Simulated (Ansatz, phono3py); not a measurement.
# PbSe (Clausthalite, Fm-3m): thermal conductivity with phono3py, part 5 of 5

The second- and third-order constants of PbSe (Clausthalite) come from an earlier supercell run; what does phono3py make of them?

What experiment has found for this phase:
- thermal conductivity 2 W/m/K near room temperature (given in “Combining the AFLOW GIBBS and Elastic Libraries to efficiently and robustly screen thermo-mechanical properties of solids”, 2017, arXiv:1611.05714)
- thermal conductivity 2 W/m/K near room temperature (given in “Predicting the lattice thermal conductivity of solids by solving the Boltzmann transport equation: AFLOW - AAPL an automated, accurate and efficient framework”, 2017, arXiv:1611.05481)

Ansatz 0.2.0 and phono3py 4.10.0; DFT r2SCAN, scalar-relativistic, plane waves, PAW (the session's first sound run).

So far, κ at 300 K (W/m/K): step 3 (relaxation-time solution) 0.942; step 18 (Gaussian smearing, third order supercell 3×3×3, supercell 6×6×6) 0.943; step 19 (Gaussian smearing, third order supercell 3×3×3, supercell 6×6×6 (run 2)) 0.909; step 21 (without the dipole term, third order supercell 3×3×3, supercell 6×6×6) 1.02; step 22 (a changed mass, third order supercell 3×3×3, supercell 6×6×6) 1.97.

## Step 23: Mass disorder, third order supercell 3×3×3, supercell 6×6×6

Level of this step: DFT r2SCAN, scalar-relativistic, plane waves, PAW; phono3py on Ansatz's force constants (phono3py).

A typed mass variance takes the place of the natural one on the sites of one element, as a model of more or less disorder.

File phono3py.yaml:

```yaml
phono3py:
  version: "4.10.0"
  frequency_unit_conversion_factor: 15.633302
  symmetry_tolerance: 1.00000e-05

physical_unit:
  atomic_mass: "AMU"
  length: "angstrom"

space_group:
  type: "Fm-3m"
  number: 225
  Hall_symbol: "-F 4 2 3"

primitive_matrix:
- [  1.000000000000000,  0.000000000000000,  0.000000000000000 ]
- [  0.000000000000000,  1.000000000000000,  0.000000000000000 ]
- [  0.000000000000000,  0.000000000000000,  1.000000000000000 ]

supercell_matrix:
- [   3,   0,   0 ]
- [   0,   3,   0 ]
- [   0,   0,   3 ]

# [primitive_cell block left out]
unit_cell:
  lattice:
  - [     0.000000000000000,     3.089013057700000,     3.089013057700000 ] # a
  - [     3.089013057700000,     0.000000000000000,     3.089013057700000 ] # b
  - [     3.089013057700000,     3.089013057700000,     0.000000000000000 ] # c
  points:
  - symbol: Pb # 1
    coordinates: [  0.000000000000000,  0.000000000000000,  0.000000000000000 ]
    mass: 207.200000
    reduced_to: 1
  - symbol: Se # 2
    coordinates: [  0.500000000000000,  0.500000000000000,  0.500000000000000 ]
    mass: 78.971000
    reduced_to: 2

# [supercell block left out]
phonon_supercell_matrix:
- [   6,   0,   0 ]
- [   0,   6,   0 ]
- [   0,   0,   6 ]

# [phonon_primitive_cell block left out]
# [phonon_supercell block left out]
nac:
  born_effective_charge:
  - # 1 (Pb)
    - [  4.833313251020964,  0.000000000000000,  0.000000000000000 ]
    - [  0.000000000000000,  4.833313251020963,  0.000000000000000 ]
    - [  0.000000000000000,  0.000000000000000,  4.833313251020965 ]
  - # 2 (Se)
    - [ -4.833313251020964,  0.000000000000000,  0.000000000000000 ]
    - [  0.000000000000000, -4.833313251020963,  0.000000000000000 ]
    - [  0.000000000000000,  0.000000000000000, -4.833313251020965 ]
  dielectric_constant:
    - [ 17.013646291544731,  0.000000000000000,  0.000000000000000 ]
    - [  0.000000000000000, 17.013646291544731,  0.000000000000000 ]
    - [  0.000000000000000,  0.000000000000000, 17.013646291544731 ]
  unit_conversion_factor: 14.399645
```

Command:

```
$ phono3py phono3py.yaml --mesh 17 17 17 --br --isotope --mv 0.001 0.0004628 --ts 100 150 200 300 400 500 600 800
```

What it wrote:

```text
[banner, memory and clock lines left out]
Rust backend (phonors) using rayon (8 threads).
Running in phono3py.load mode.
Spglib version 2.8.0
----------------------------- General settings -----------------------------
Run mode: conductivity-RTA
HDF5 data compression filter: gzip
Crystal structure was read from "phono3py.yaml".
Supercell (dim): [3 3 3]
Phonon supercell (dim-fc2): [6 6 6]
Primitive matrix:
  [1. 0. 0.]
  [0. 1. 0.]
  [0. 0. 1.]
Spacegroup: Fm-3m (225)
Use -v option to watch primitive cell, unit cell, and supercell structures.
NAC parameters were read from "phono3py.yaml".
fc3 was read from "fc3.hdf5".
fc2 was read from "fc2.hdf5".
----------------------------- Force constants ------------------------------
Max drift of fc3: 0.00000200 (yyy) 0.00000200 (yyy) 0.00000200 (yyy)
Max drift of fc2: -0.00000900 (yy) -0.00000900 (yy)
--------------------------- Calculation settings ---------------------------
Non-analytical term correction (NAC): True
NAC unit conversion factor:  14.39964
BZ integration: Tetrahedron-method
Temperature:  100.0  150.0  200.0  300.0  400.0 ... 800.0
Cutoff frequency: 0.01
Mesh sampling: [ 17 17 17 ]
Generating grid system ... [ 17 17 17 ]
fc3-r2q-transformation over three atoms: True
--------------------------- Phonon calculations ----------------------------
  PRB 50, 13035(R) (1994), PRB 55, 10355 (1997)
  G-cutoff distance: 1.07, Number of G-points: 307, Lambda: 0.46
Running harmonic phonon calculations...
-------------------- Lattice thermal conductivity (RTA) --------------------
Running heat capacity calculations...
Running velocity calculations...
Running isotope scattering calculations with tetrahedron method...
======================= Grid point 0 (1/165) =======================
q-point: ( 0.00  0.00  0.00)
Boundary mean free path (millimeter): 1000.000
Mass variance parameters: 1.00e-03 4.63e-04
Number of triplets: 165
Frequency     group velocity (x, y, z)     |gv|
  -0.003   (   0.000    0.000    0.000)    0.000
  -0.003   (   0.000    0.000    0.000)    0.000
  -0.003   (   0.000    0.000    0.000)    0.000
   0.401   (   0.000    0.000    0.000)    0.000
   0.401   (   0.000    0.000    0.000)    0.000
   0.401   (   0.000    0.000    0.000)    0.000
======================= Grid point 1 (2/165) =======================
q-point: ( 0.06  0.00  0.00)
Boundary mean free path (millimeter): 1000.000
Mass variance parameters: 1.00e-03 4.63e-04
Number of triplets: 489
Frequency     group velocity (x, y, z)     |gv|
   0.311   (  -9.823    9.823    9.823)   17.013
   0.311   (  -9.823    9.823    9.823)   17.013
   0.526   ( -17.831   17.831   17.831)   30.885
   1.081   ( -31.393   31.393   31.393)   54.374
   1.081   ( -31.393   31.393   31.393)   54.374
   4.282   (  -1.401    1.401    1.401)    2.426
[162 grid points left out]
======================= Grid point 1322 (165/165) =======================
q-point: ( 0.71  0.47  0.24)
Boundary mean free path (millimeter): 1000.000
Mass variance parameters: 1.00e-03 4.63e-04
Number of triplets: 1305
Frequency     group velocity (x, y, z)     |gv|
   1.283   (  -0.000    4.215   -0.062)    4.215
   1.326   (   0.000   -2.968   -1.510)    3.330
   2.004   (  -0.000    2.097   -4.831)    5.267
   2.190   (  -0.000    5.726    0.509)    5.748
   2.333   (   0.000   -3.621  -18.138)   18.496
   3.758   (   0.000    2.430   -1.845)    3.051
=================== End of collection of collisions ===================
----------- Thermal conductivity (W/m-k) with tetrahedron method -----------
#  T(K)        xx         yy         zz         yz         xz         xy
  100.0       2.675      2.675      2.675     -0.000      0.000      0.000
  150.0       1.832      1.832      1.832     -0.000      0.000      0.000
  200.0       1.389      1.389      1.389     -0.000      0.000      0.000
  300.0       0.935      0.935      0.935     -0.000      0.000      0.000
  400.0       0.704      0.704      0.704     -0.000      0.000      0.000
  500.0       0.565      0.565      0.565     -0.000      0.000      0.000
  600.0       0.471      0.471      0.471     -0.000      0.000      0.000
  800.0       0.354      0.354      0.354     -0.000      0.000      0.000

Thermal conductivity related properties were written into
"kappa-m171717.hdf5".
Summary of calculation was written in "phono3py.yaml".
```

Elapsed: 29 s, on 8 threads of Arm Neoverse N1, shared host; peak memory 0.14 GiB.

This step gave:

| Quantity | Value |
| --- | --- |
| κ at 300 K | 0.9353 W/m/K |
| κ xx, yy, zz at 300 K | 0.9353, 0.9353, 0.9353 W/m/K |

W/m/K. Kappa, by row:

```tsv
T (K)	xx	yy	zz	yz	xz	xy
100	2.675	2.675	2.675	0	0	0
150	1.832	1.832	1.832	0	0	0
200	1.389	1.389	1.389	0	0	0
300	0.9353	0.9353	0.9353	0	0	0
400	0.7044	0.7044	0.7044	0	0	0
500	0.5648	0.5648	0.5648	0	0	0
600	0.4714	0.4714	0.4714	0	0	0
800	0.3541	0.3541	0.3541	0	0	0
```

κ at 300 K goes from 0.942 in the base run to 0.935 W/(m K).

## Step 24: An input with a fault, third order supercell 3×3×3, supercell 6×6×6

This input was changed on purpose, to see how the program answers.

phono3py.yaml is that of step 23.

Command:

```
$ phono3py phono3py.yaml --mesh 7 7 7 --br --isotope --mv 1e-4 1e-4 1e-4 --ts 300
```

What it wrote:

```text
[banner, memory and clock lines left out]
Rust backend (phonors) using rayon (8 threads).
Running in phono3py.load mode.
Spglib version 2.8.0
----------------------------- General settings -----------------------------
Run mode: conductivity-RTA
HDF5 data compression filter: gzip
Crystal structure was read from "phono3py.yaml".
Supercell (dim): [3 3 3]
Phonon supercell (dim-fc2): [6 6 6]
Primitive matrix:
  [1. 0. 0.]
  [0. 1. 0.]
  [0. 0. 1.]
Spacegroup: Fm-3m (225)
Use -v option to watch primitive cell, unit cell, and supercell structures.
NAC parameters were read from "phono3py.yaml".
fc3 was read from "fc3.hdf5".
fc2 was read from "fc2.hdf5".
----------------------------- Force constants ------------------------------
Max drift of fc3: 0.00000200 (yyy) 0.00000200 (yyy) 0.00000200 (yyy)
Max drift of fc2: -0.00000900 (yy) -0.00000900 (yy)
--------------------------- Calculation settings ---------------------------
Non-analytical term correction (NAC): True
NAC unit conversion factor:  14.39964
BZ integration: Tetrahedron-method
Temperature:  300.0
Cutoff frequency: 0.01
Mesh sampling: [ 7 7 7 ]
Generating grid system ... [ 7 7 7 ]
fc3-r2q-transformation over three atoms: True
--------------------------- Phonon calculations ----------------------------
  PRB 50, 13035(R) (1994), PRB 55, 10355 (1997)
  G-cutoff distance: 1.07, Number of G-points: 307, Lambda: 0.46
Running harmonic phonon calculations...
-------------------- Lattice thermal conductivity (RTA) --------------------
Running heat capacity calculations...
Running velocity calculations...
Running isotope scattering calculations with tetrahedron method...
ValueError: mass_variances must have shape (num_band / 3,)
```

It took 5.7 s on 8 threads; peak memory 0.13 GiB.

The run ended with an error.

The program's message: “ValueError: mass_variances must have shape (num_band / 3,)”

The fault put into the input: one mass variance too many.

## Step 25: Outcome

| Quantity | Value |
| --- | --- |
| κ at 300 K, RTA, natural isotopes, mesh 17×17×17 | 0.942 W/m/K |
| κ at 300 K, RTA, pure, mesh 17×17×17 | 0.945 W/m/K |
| κ at 300 K, LBTE, mesh 17×17×17 | 1.13 W/m/K |
| κ at 300 K, with coherences, mesh 17×17×17 | 1.09 W/m/K |
| κ at 300 K, no dipole term, mesh 17×17×17 | 1.02 W/m/K |

**Reading.** On these constants κ of PbSe (Clausthalite) at 300 K is 0.942 W/(m K) in the base run, by relaxation time; smearing and coherences move that between 0.909 and 1.09. The full solution gives 1.13 W/(m K) (phono3py, mesh 17×17×17). On the same constants and mesh Ansatz's figure, which includes its coherence part, and phono3py's, which doesn't, differ by up to 33 %; with phono3py's own coherence part added, which is defined differently, the largest difference is 2.8 %. The last step of the mesh series (21 to 25) moves κ at 300 K by +0.5 %, while the coarsest mesh gives 11 % of the densest value. Normal processes make 50 % of the three-phonon scattering at 300 K, weighting modes by their heat capacity. A boundary length of 0.3 µm leaves 99 % of κ at 300 K. A boundary length of 100 µm leaves 100 % of κ at 300 K. Scaling the mass of Se by 3 at fixed force constants, a model exercise, multiplies the isotope-free κ by 2.08. A mass variance of 0.001 on the Pb sites, typed in place of the natural one, gives 99 % of the base value. A measured thermal conductivity near room temperature is 2 W/m/K (arXiv:1611.05714); the calculated 1.13 W/m/K differs by -44 %. Missing scattering can't explain a value that is too low; the supercell, the cutoff, the meshes, the functional and the use of 0 K frequencies can.

[Logs are printed without paths, hosts, clocks, repeated set-up lines and the standing remarks that a program may print on its own settings, such as how far it seeks lower states.]

[Hosts, paths, dates, database ids (printed as entryN), source tags and the programs' standing remarks are cut or masked in the printed files.]

[A step with changed settings may run another functional than the one named; its input shows which.]
